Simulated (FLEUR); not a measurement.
# FeClO: which magnetic order is lowest

Wanted: the moments of FeClO and the energy of each order that was tried.

Main program and level: FLEUR MaX-R8.1; PBEsol with U = 5.4 eV, J = 0.9 eV on Fe d; all-electron FLAPW, Dirac cores, scalar-relativistic bands.

## 1. The structure

Symmetry: Pmmn, No. 59, orthorhombic system. Conventional cell: a = 3.302 Å, b = 3.780 Å, c = 7.917 Å, α = 90.00°, β = 90.00°, γ = 90.00°. Nearest to Fe lie 4 O at 1.96 to 2.10 Å and 2 Cl at 2.37 Å. Nearest to Cl lie 2 Fe at 2.37 Å. Nearest to O lie 4 Fe at 1.96 to 2.10 Å. Farther neighbours and most contacts between anions are not listed.

Coordinates:

```cif
data_structure
_symmetry_space_group_name_H-M 'Pmmn:1'
_symmetry_Int_Tables_number 59
_cell_length_a 3.3020
_cell_length_b 3.7800
_cell_length_c 7.9170
_cell_angle_alpha 90.000
_cell_angle_beta 90.000
_cell_angle_gamma 90.000
_cell_volume 98.82
loop_
_atom_site_label
_atom_site_type_symbol
_atom_site_symmetry_multiplicity
_atom_site_Wyckoff_symbol
_atom_site_fract_x
_atom_site_fract_y
_atom_site_fract_z
_atom_site_occupancy
Fe1 Fe 2 b 0.50000 0.00000 0.11568 1
Cl1 Cl 2 a 0.00000 0.00000 0.33003 1
O1 O 2 a 0.00000 0.00000 0.95168 1
```

## 2. Order 1, typed as ferro ++

The parallel start is the test of whether parallel moments hold. A Hubbard U acts on the open shell, since semilocal functionals spread its electrons too much.

inpgen writes inp.xml from crystal.txt; cutoffs, mixing, functional, smearing and local orbitals are then set in the file. The k list default-1 (kpts.xml, not shown) is a Γ-centred 6×6×6 mesh; where the ranks do not divide the number of points, some are split in two of half the weight.

Input file inp.xml:

```
<?xml version="1.0" encoding="UTF-8" standalone="no"?>
<fleurInput fleurInputVersion="0.39">
   <comment>
      FeClO
   </comment>
   <calculationSetup>
      <cutoffs Kmax="4.4" Gmax="13.2" GmaxXC="13.2" numbands="0"/>
      <scfLoop itmax="130" minDistance="0.0001" maxIterBroyd="15" imix="Anderson" alpha="0.05" precondParam="0.0" spinf="2.0" sdNocoIR="T"/>
      <coreElectrons ctail="T" frcor="F" kcrel="0" coretail_lmax="0"/>
      <xcFunctional name="PBEs" relativisticCorrections="F"/>
      <magnetism jspins="2"/>
      <soc l_soc="F" theta="0.0" phi="0.0" spav="F"/>
      <expertModes spex="0" secvar="F"/>
      <geometryOptimization l_f="F" forcealpha="1.0" forcemix="BFGS" epsdisp="0.00001" epsforce="0.00001"/>
      <ldaU l_linMix="F" mixParam="0.05" spinf="1.0"/>
   </calculationSetup>
   <cell>
      <bzIntegration valenceElectrons="58.0" mode="hist" fermiSmearingEnergy="0.00293995">
         <kPointListSelection listName="default-1"/>
         <xi:include xmlns:xi="http://www.w3.org/2001/XInclude" href="kpts.xml"> </xi:include>
      </bzIntegration>
      <xi:include xmlns:xi="http://www.w3.org/2001/XInclude" href="sym.xml"> </xi:include>
      <bulkLattice scale="1.0">
         <bravaisMatrix>
            <row-1>    6.2398756634292001     0.0000000000000000     0.0000000000000000</row-1>
            <row-2>    0.0000000000000000     7.1431647509879994     0.0000000000000000</row-2>
            <row-3>    0.0000000000000000     0.0000000000000000    14.9609617284581979</row-3>
         </bravaisMatrix>
      </bulkLattice>
   </cell>
   <atomSpecies>
      <species name="Iron (Fe) 4.001" element="Fe" atomicNumber="26">
         <mtSphere radius="2.31" gridPoints="763" logIncrement="0.016"/>
         <atomicCutoffs lmax="8" lnonsphr="6"/>
         <electronConfig flipSpins="F">
            <coreConfig>(1s1/2) (2s1/2) (2p1/2) (2p3/2)</coreConfig>
            <valenceConfig>(3s1/2) (3p1/2) (3p3/2) (4s1/2) (3d3/2) (3d5/2)</valenceConfig>
            <stateOccupation state="(3d3/2)" spinUp="2.0" spinDown="0.4"/>
            <stateOccupation state="(3d5/2)" spinUp="3.0" spinDown="0.6"/>
         </electronConfig>
         <energyParameters s="4" p="4" d="3" f="4"/>
         <ldaU l="2" U="5.4" J="0.9" l_amf="F"/>
         <lo type="SCLO" l="0" n="3" eDeriv="0"/>
         <lo type="SCLO" l="1" n="3" eDeriv="0"/>
      </species>
      <species name="Chlorine (Cl)" element="Cl" atomicNumber="17">
         <mtSphere radius="2.05" gridPoints="677" logIncrement="0.017"/>
         <atomicCutoffs lmax="8" lnonsphr="6"/>
         <electronConfig flipSpins="F">
            <coreConfig>(1s1/2) (2s1/2) (2p1/2) (2p3/2)</coreConfig>
            <valenceConfig>(3s1/2) (3p1/2) (3p3/2)</valenceConfig>
            <stateOccupation state="(3p1/2)" spinUp="0.833333" spinDown="0.833333"/>
            <stateOccupation state="(3p3/2)" spinUp="1.666667" spinDown="1.666667"/>
         </electronConfig>
         <energyParameters s="3" p="3" d="3" f="4"/>
      </species>
      <species name="Oxygen (O)" element="O" atomicNumber="8">
         <mtSphere radius="1.31" gridPoints="433" logIncrement="0.024"/>
         <atomicCutoffs lmax="6" lnonsphr="4"/>
         <electronConfig flipSpins="F">
            <coreConfig>(1s1/2)</coreConfig>
            <valenceConfig>(2s1/2) (2p1/2) (2p3/2)</valenceConfig>
            <stateOccupation state="(2p1/2)" spinUp="0.666667" spinDown="0.666667"/>
            <stateOccupation state="(2p3/2)" spinUp="1.333333" spinDown="1.333333"/>
         </electronConfig>
         <energyParameters s="2" p="2" d="3" f="4"/>
      </species>
   </atomSpecies>
   <atomGroups>
      <atomGroup species="Iron (Fe) 4.001">
         <relPos label="                   1">1.000/4.000 -1.000/4.000 .1156800000</relPos>
         <relPos label="                   2">-1.000/4.000 1.000/4.000 -.1156800000</relPos>
         <force calculate="T" relaxXYZ="TTT"/>
      </atomGroup>
      <atomGroup species="Chlorine (Cl)">
         <relPos label="                   3">-1.000/4.000 -1.000/4.000 .3300300000</relPos>
         <relPos label="                   4">1.000/4.000 1.000/4.000 -.3300300000</relPos>
         <force calculate="T" relaxXYZ="TTT"/>
      </atomGroup>
      <atomGroup species="Oxygen (O)">
         <relPos label="                   5">-1.000/4.000 -1.000/4.000 -.0483200000</relPos>
         <relPos label="                   6">1.000/4.000 1.000/4.000 .0483200000</relPos>
         <force calculate="T" relaxXYZ="TTT"/>
      </atomGroup>
   </atomGroups>
   <output dos="F" band="F" slice="F">
      <bandDOS minEnergy="-.5*Htr" maxEnergy="0.5*Htr" sigma="0.015" storeEVData="T"/>
      <plotting iplot="0" polar="F">
         <plot TwoD="T" vec1="  1.0  0.0  0.0" vec2="  0.0  1.0  0.0" vec3="  0.0  0.0  1.0" zero="  0.0  0.0  0.0" file="plot"/>
      </plotting>
      <moessbauerParams electricFieldGradient="F" isomerShift="F" coreHyperfine="F" valenceHyperfine="F"/>
   </output>
</fleurInput>
```

Input file crystal.txt:

```
FeClO
&input film=F cartesian=F /
3.30200000000  0.00000000000  0.00000000000
0.00000000000  3.78000000000  0.00000000000
0.00000000000  0.00000000000  7.91700000000
1.8897261246
1.0 1.0 1.0

6
26 0.50000000000  0.00000000000  0.11568000000 : 4.001
26 0.00000000000  0.50000000000  0.88432000000 : 4.001
17 0.00000000000  0.00000000000  0.33003000000
17 0.50000000000  0.50000000000  0.66997000000
8 0.00000000000  0.00000000000  0.95168000000
8 0.50000000000  0.50000000000  0.04832000000

&kpt div1=6 div2=6 div3=6 gamma=T /
```

The run is started by

```console
$ OMP_NUM_THREADS=1 inpgen -f crystal.txt > inpgen.log  # inp.xml is then edited as shown
$ OMP_NUM_THREADS=1 mpirun -n 4 fleur_MPI > fleur.log
```

Output:

```text
Welcome to FLEUR        (www.flapw.de)
      MaX-Release 8.1          (www.max-centre.eu)

 ========== k-point set info ==========
 Selected k-point list: default-1
 k-point list type: mesh
 6 x 6 x 6
 Number of k points: 64

 ------------Calculation Setup---------------------------
 Number of MPI-tasks      :            4
 Number of PE/node        :            4
 Number of OMP-threads    :            1
 k-points in parallel     :            4
 pe's per k-point         :            1
 No of k-point loops      :           16
 Eigenvalue solver        :       lapack
 Number of basis functions:         1016
 Approximate size of matrices (H+S) per k-point:         0.015 GB
 --------------------------------------------------------
 no density matrix found ... skipping LDA+U
 Reset of history
 Iteration:     1   Distance:      20.21348265 me/bohr^3
 Iteration:     2   Distance:      18.10891761 me/bohr^3
 Iteration:     3   Distance:      15.17878345 me/bohr^3
 Iteration:     4   Distance:      10.47530043 me/bohr^3
 Iteration:     5   Distance:      11.07783565 me/bohr^3
 Iteration:     6   Distance:       2.73921502 me/bohr^3
 Iteration:     7   Distance:       2.16347929 me/bohr^3
 Iteration:     8   Distance:       2.51846389 me/bohr^3
 Iteration:     9   Distance:       0.70296770 me/bohr^3
 Iteration:    10   Distance:       0.70169156 me/bohr^3
 Iteration:    11   Distance:       0.22867472 me/bohr^3
 Iteration:    12   Distance:       0.16860331 me/bohr^3
 Iteration:    13   Distance:       0.06785475 me/bohr^3
 Iteration:    14   Distance:       0.03270212 me/bohr^3
 Iteration:    15   Distance:       0.01228118 me/bohr^3
 Iteration:    16   Distance:       0.01151018 me/bohr^3
 Iteration:    17   Distance:       0.00980859 me/bohr^3
 Iteration:    18   Distance:       0.00425654 me/bohr^3
 Iteration:    19   Distance:       0.00208214 me/bohr^3
 Iteration:    20   Distance:       0.00104729 me/bohr^3
 Iteration:    21   Distance:       0.00066915 me/bohr^3
 Iteration:    22   Distance:       0.00051487 me/bohr^3
 Iteration:    23   Distance:       0.00009313 me/bohr^3

 ********************************************************************
 Run finished successfully
 Stop message:
   all done
 ********************************************************************

--- out.xml (last complete iteration) ---
<iteration numberForCurrentRun="   23" overallNumber="   23">
         [... left out ...]
         <bandgap value="1.5226341649" units="eV"/>
         <sumValenceSingleParticleEnergies value="-39.5624415302" units="Htr"/>
         <FermiEnergy value="0.1210819431" units="Htr"/>
         <valenceDensity>
            <mtCharges spin="1">
               <mtCharge atomType="1" total="9.3655564" s="1.1764764" p="3.2155471" d="4.9180781" f="0.0403421"/>
               <mtCharge atomType="2" total="2.7115260" s="0.8126980" p="1.8838001" d="0.0127191" f="0.0017368"/>
               <mtCharge atomType="3" total="2.2381143" s="0.6575464" p="1.5774727" d="0.0026925" f="0.0003449"/>
            </mtCharges>
            <mtCharges spin="2">
               <mtCharge atomType="1" total="5.1149724" s="1.1476764" p="3.1830333" d="0.7354801" f="0.0358802"/>
               <mtCharge atomType="2" total="2.5122019" s="0.8064458" p="1.6944235" d="0.0102508" f="0.0008614"/>
               <mtCharge atomType="3" total="1.9057763" s="0.6325720" p="1.2718627" d="0.0011935" f="0.0001313"/>
            </mtCharges>
            <spinDependentCharge spin="1" total="34.0000000" interstitial="5.3696066" mtSpheres="28.6303934"/>
            <spinDependentCharge spin="2" total="24.0000000" interstitial="4.9340990" mtSpheres="19.0659010"/>
            <totalCharge value="58.0000000000"/>
         </valenceDensity>
         [... left out ...]
         <allElectronCharges>
            <spinDependentCharge spin="1" total="56.0000000" interstitial="5.3696572" mtSpheres="50.6303427"/>
            <spinDependentCharge spin="2" total="46.0000000" interstitial="4.9341493" mtSpheres="41.0658507"/>
            <totalCharge value="101.9999999887"/>
         </allElectronCharges>
         <magneticMomentsInMTSpheres units="muBohr">
            <globalMagMoment atomType="1" vec="0.00000   0.00000   4.25058"/>
            <localMagMoment atomType="1" vec="0.00000   0.00000   4.25058"/>
            <globalMagMoment atomType="2" vec="0.00000   0.00000   0.19932"/>
            <localMagMoment atomType="2" vec="0.00000   0.00000   0.19932"/>
            <globalMagMoment atomType="3" vec="0.00000   0.00000   0.33234"/>
            <localMagMoment atomType="3" vec="0.00000   0.00000   0.33234"/>
         </magneticMomentsInMTSpheres>
         <moessbauerParams unitsHFF="kG" unitsIS="e/bohr^3" unitsEFG="Htr/bohr^2">
         </moessbauerParams>
         <totalEnergy value="    -3614.8305720824" units="Htr">
            <sumOfEigenvalues value="    -2079.7148475324">
               <coreElectrons value="-2040.1524060022"/>
               <valenceElectrons value="-39.5624415302"/>
            </sumOfEigenvalues>
            <densityCoulombPotentialIntegral value="-5495.8271188383"/>
            <densityEffectivePotentialIntegral value="-5732.5928620700"/>
            <chargeDenXCDenIntegral value="-181.0427052721"/>
            <FockExchangeEnergyValence value="0.0000000000"/>
            <FockExchangeEnergyCore value="0.0000000000"/>
            <atomTypeDependentContributions atomType="1">
               <electronNucleiInteractionDifferentMTs value="3031.9706483955"/>
               <MadelungTerm value="-19.7954409810"/>
            </atomTypeDependentContributions>
            <atomTypeDependentContributions atomType="2">
               <electronNucleiInteractionDifferentMTs value="1089.3508598003"/>
               <MadelungTerm value="-17.3274198536"/>
            </atomTypeDependentContributions>
            <atomTypeDependentContributions atomType="3">
               <electronNucleiInteractionDifferentMTs value="170.2267259210"/>
               <MadelungTerm value="-10.9079336281"/>
            </atomTypeDependentContributions>
            <dftUCorrection value="-0.8267066507"/>
            <tkbTimesEntropy value="0.0000000000"/>
            <freeEnergy value="-3614.8305720824"/>
            <extrapolationTo0K value="-3614.8305720824"/>
         </totalEnergy>
         <ldaUDensityMatrix>
            <densityMatrixFor spin="1" atomType="1" uIndex="1" l="2" U="5.40000000" J="0.90000000">
               (+0.98643,+0.00000) (+0.00000,+0.00000) (+0.01115,+0.00000) (+0.00000,+0.00000) (+0.01630,+0.00000)
               (+0.00000,+0.00000) (+0.98579,+0.00000) (+0.00000,+0.00000) (-0.01193,+0.00000) (+0.00000,+0.00000)
               (+0.01115,+0.00000) (+0.00000,+0.00000) (+0.97364,+0.00000) (+0.00000,+0.00000) (+0.01115,+0.00000)
               (+0.00000,+0.00000) (-0.01193,+0.00000) (+0.00000,+0.00000) (+0.98579,+0.00000) (+0.00000,+0.00000)
               (+0.01630,+0.00000) (+0.00000,+0.00000) (+0.01115,+0.00000) (+0.00000,+0.00000) (+0.98643,+0.00000)
            </densityMatrixFor>
            <densityMatrixFor spin="2" atomType="1" uIndex="1" l="2" U="5.40000000" J="0.90000000">
               (+0.14275,+0.00000) (+0.00000,+0.00000) (+0.05682,+0.00000) (+0.00000,+0.00000) (+0.07750,+0.00000)
               (+0.00000,+0.00000) (+0.17709,+0.00000) (+0.00000,+0.00000) (-0.09245,+0.00000) (+0.00000,+0.00000)
               (+0.05682,+0.00000) (+0.00000,+0.00000) (+0.09580,+0.00000) (+0.00000,+0.00000) (+0.05682,+0.00000)
               (+0.00000,+0.00000) (-0.09245,+0.00000) (+0.00000,+0.00000) (+0.17709,+0.00000) (+0.00000,+0.00000)
               (+0.07750,+0.00000) (+0.00000,+0.00000) (+0.05682,+0.00000) (+0.00000,+0.00000) (+0.14275,+0.00000)
            </densityMatrixFor>
         </ldaUDensityMatrix>
         <ldaUDensityMatrixConvergence>
            <distance spin="1" distance="0.000000"/>
            <distance spin="2" distance="0.000003"/>
         </ldaUDensityMatrixConvergence>
         <densityConvergence units="me/bohr^3">
            <chargeDensity spin="1" distance="0.0000404008"/>
            <chargeDensity spin="2" distance="0.0000758946"/>
            <overallChargeDensity distance="0.0000931306"/>
            <spinDensity distance="0.0000781737"/>
         </densityConvergence>
      </iteration>
```

It took 2.9 min on 4 MPI ranks of Intel Xeon 6975P-C (Granite Rapids), shared host; peak memory 0.5 GiB.

Spin moment in the muffin-tin sphere by atom:

```tsv
atom	spin moment in the muffin-tin sphere (μB)
Fe1	4.25
Fe2	4.25
Cl3	0.20
Cl4	0.20
O5	0.33
O6	0.33
```

Numbers from this step:

```yaml
free_energy: -98364.5509 eV
program_s_band_gap_on_this_mesh_in_a_metal_only_a_level_spacing: 1.523 eV
magnetization: 10 μB
final_state: ferromagnetic
```

After 23 cycles the largest moment stands at 4.25 μB.

(Part 1 of 2 ends here.)

[Logs and program files are shortened in this print: banners, set-up blocks, solver, clock and traceback lines can be left out without a mark of their own.]

[Logs are printed without paths, hosts, clocks, repeated set-up lines and the standing remarks that a program may print on its own settings, such as how far it seeks lower states.]

[Hosts, paths, dates, database ids (printed as entryN), source tags and the programs' standing remarks are cut or masked in the printed files.]

[Where a cell is said to come from a database of computed structures, the database is the Materials Project.]
